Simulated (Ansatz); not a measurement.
# Kohn anomalies in Re-W stack of (100) layers, part 2 of 2

Does Re-W stack of (100) layers have a Kohn anomaly or a soft branch that a wide smearing hides? The first relaxation steps of the session are not shown, so no cell shown is the starting entry, unless a step says so.

Ansatz 0.2.0; DFT LDA, scalar-relativistic, plane waves, PAW; PAW set soft_1.

So far. Step 5 (Phonons along a line: Fermi–Dirac smearing of 0.04 eV): Against step 3 (now smearing width 0.04 eV), the free energy moves by +12.7 meV an atom.

**6. Wavevectors along a line: Methfessel–Paxton smearing of 0.2 eV**

Each wavevector is solved by itself, so no interpolation smooths a dip of the branch.

File input.yaml:

```yaml
crystal:
  lattice:
    - [3.0101462407, 0.0, 0.0]
    - [0.0, 3.0101462407, 0.0]
    - [0.0, 0.0, 27.7813519091]
  atoms:
    - { symbol: Re, position: [0.0, 0.0, 0.2113159232] }
    - { symbol: W, position: [0.5, 0.5, 0.2562883908] }
  periodic: [true, true, false]
kpoints:
  mp_grid: { grid: [16, 16, 1] }
hamiltonian:
  xc: lda
  pseudopotentials: { kind: paw, azcp: { folder: soft_1 }, xc_functional: pbe }
scf:
  occupations: { method: methfessel_paxton, width: 0.2 }
output:
  eigenvalues: true
phonons:
  method: dfpt
  qpoints:
    - [0, 0, 0]
    - [0.0, 0.0625, 0.0]
    - [0.0, 0.1875, 0.0]
    - [0.0, 0.3125, 0.0]
    - [0.0, 0.4375, 0.0]
```

Command:

```sh
ansatz run input.yaml --threads 4 --pin off --max-ram 12288MiB --backend cpu --events-out ev --progress --plain --runs-dir out
```

Numbers of over 12 decimals in the logs are rounded to 6 here.

What it wrote:

```text
[...]
Crystal: 2 atoms, lattice volume = 251.726 Å³
Basis set: ecut = 420 eV, 4853 PW (Γ), exchange–correlation on 48×48×384 points (8 copies of the dense FFT grid, shifted against one another)
Bands: 19, of which v1, the nominal top of the filled ones, is band 15 counted from 1 (14 counted from 0)
Symmetry: 8 space group operations
k-points: 45 of 256
[...]
SCF iter   1: F=—  HF=-20737.538892 eV  |F-HF|=—  |Δ(HF+E_count)|=         —  Δρ=3.16e-2  dr2=8.08e0  ethr=3.10e-3  ⟨swp⟩=12.9  Hψ=7519  notcnv=0
[...]
SCF iter  13: F=-20735.210937 eV  HF=-20735.210937 eV  |F-HF|=1.64e-10  |Δ(HF+E_count)|=   1.75e-9  S|Δr|=    0.00e0  Δρ=3.87e-8  dr2=4.73e-12  ethr=1.00e-12  ⟨swp⟩=27.1  Hψ=12290  notcnv=0
SCF 1 converged in 13 iterations: F = -20735.210937 eV  dr2 = 4.73e-12
[...]
SCF converged after 13 iterations
Stability not checked: this state was not tested for a lower state beside it, because cold or Methfessel-Paxton smearing, or corrected tetrahedra, fill the levels in a way that the test cannot read (fill_not_monotonic; see scf.lower_state_search)
Free energy (F): -20735.210937 eV
[...]
Internal energy: -20735.210020 eV  (E = F + TS)
E sigma→0 (E₀):  -20735.210707 eV
Entropy (-TS):   -0.000917 eV (-0.458 meV/atom)
Fermi energy:    -4.653520 eV
[...]
--- Band table (eV; the first three rows and the last of 45) ---
  k-point 0: bands = [... 11 lower, -5.6034, -5.3541, -5.0496, -5.0496, -4.5707, -4.0320, -2.4218, -2.4218, ... 4 higher]
  k-point 1: bands = [... 11 lower, -5.7430, -5.4991, -5.1019, -4.8610, -4.6383, -4.0888, -2.2456, -2.2282, ... 4 higher]
  k-point 2: bands = [... 11 lower, -6.0683, -5.6408, -5.2639, -5.1872, -4.3049, -3.9704, -1.8711, -1.8097, ... 4 higher]
  k-point 44: bands = [... 11 lower, -7.2577, -4.6776, -4.6776, -2.9815, -2.3020, -1.7070, -0.6478, -0.6478, ... 4 higher]
  ° read free of the cell's end (the report's vacuum.weakly_bound_levels)
[...]
ASR residual: 3.926e-5 → 0.000e0 eV/Å²; symmetrization residual: 1.039e-5 eV/Å²
  ASR residual per site (eV/Å²): 3.93e-5 1.93e-5
  Γ frequencies (cm⁻¹): 0.00 0.00 0.00 107.42 107.42 233.77
[...]
--- Phonons (arbitrary-q DFPT): 5 explicit q-points ---
[...]
```

It took 7.6 min on 4 threads of Arm Neoverse V2, shared host; peak memory 1.8 GiB; 30 min of CPU time.

Each wavevector solved by linear response. Table of frequency by |q| along the line:

```
|q| along the line (Å⁻¹)  mode 1 (cm⁻¹)  mode 2 (cm⁻¹)  mode 3 (cm⁻¹)  mode 4 (cm⁻¹)  mode 5 (cm⁻¹)  mode 6 (cm⁻¹)
                   0.000              0              0              0            107            107            234
                   0.131           1.23           19.6           29.6            109            120            242
                   0.391           15.9           56.1           80.7            122            142            247
                   0.652           41.0           80.0            105            133            168            236
                   0.913           73.6           99.7            101            128            208            224
```

Against step 3 (now occupations Methfessel-Paxton and smearing width 0.2 eV), the free energy moves by +14.7 meV an atom.

**7. The lowest branch at each setting**

The lowest frequency by |q| along the line:

```
|q| along the line (Å⁻¹)  fermi dirac 0.1 eV, k 16x16x1 (cm⁻¹)  fermi dirac 0.25 eV, k 16x16x1 (cm⁻¹)  fermi dirac 0.04 eV, k 16x16x1 (cm⁻¹)  methfessel paxton 0.2 eV, k 16x16x1 (cm⁻¹)
                   0.000                                     0                                      0                                      0                                           0
                   0.131                                 -0.46                                  -2.68                                   1.23                                        1.23
                   0.391                                  14.2                                   11.0                                   15.9                                        15.9
                   0.652                                  38.9                                   35.5                                   40.4                                        41.0
                   0.913                                  71.7                                   65.9                                   73.8                                        73.6
```

**8. Results**

| Item | Value |
| --- | --- |
| phonon run of the rows without a label of their own | LDA, k 16×16×1 |
| lowest branch at the last solved point, Fermi–Dirac 0.1 eV | 71.7 cm⁻¹ at \|q\| = 0.913 Å⁻¹ |
| lowest branch at the last solved point, Fermi–Dirac 0.25 eV | 65.9 cm⁻¹ at \|q\| = 0.913 Å⁻¹ |
| lowest branch at the last solved point, Fermi–Dirac 0.04 eV | 73.8 cm⁻¹ at \|q\| = 0.913 Å⁻¹ |
| lowest branch at the last solved point, Methfessel–Paxton 0.2 eV | 73.6 cm⁻¹ at \|q\| = 0.913 Å⁻¹ |

What this shows: No branch softens by more than 4 % of the top frequency as the smearing narrows, so no anomaly that hangs on the smearing shows at these points. The line holds 5 wavevectors, so a narrow dip between them would be missed. Between Fermi–Dirac 0.25 eV and Fermi–Dirac 0.04 eV the largest change, with modes counted by rank of frequency, is in mode 6 at |q| = 0.391 Å⁻¹, from 234 to 245 cm⁻¹. Where branches cross, a count by rank can hide a softening. At the narrowest width the k mesh may not resolve the Fermi surface, so part of the change can be mesh noise. Spin–orbit coupling, left out here, matters for Re and W. The PAW files were made for PBE; under other functionals the run regenerates their frozen core. The structure was built by hand as an ordered model, and its stability against other phases was not tested.

[Logs are printed without paths, hosts, clocks, repeated set-up lines and the standing remarks that a program may print on its own settings, such as how far it seeks lower states.]

[Hosts, paths, dates, database ids (printed as entryN), source tags and the programs' standing remarks are cut or masked in the printed files.]
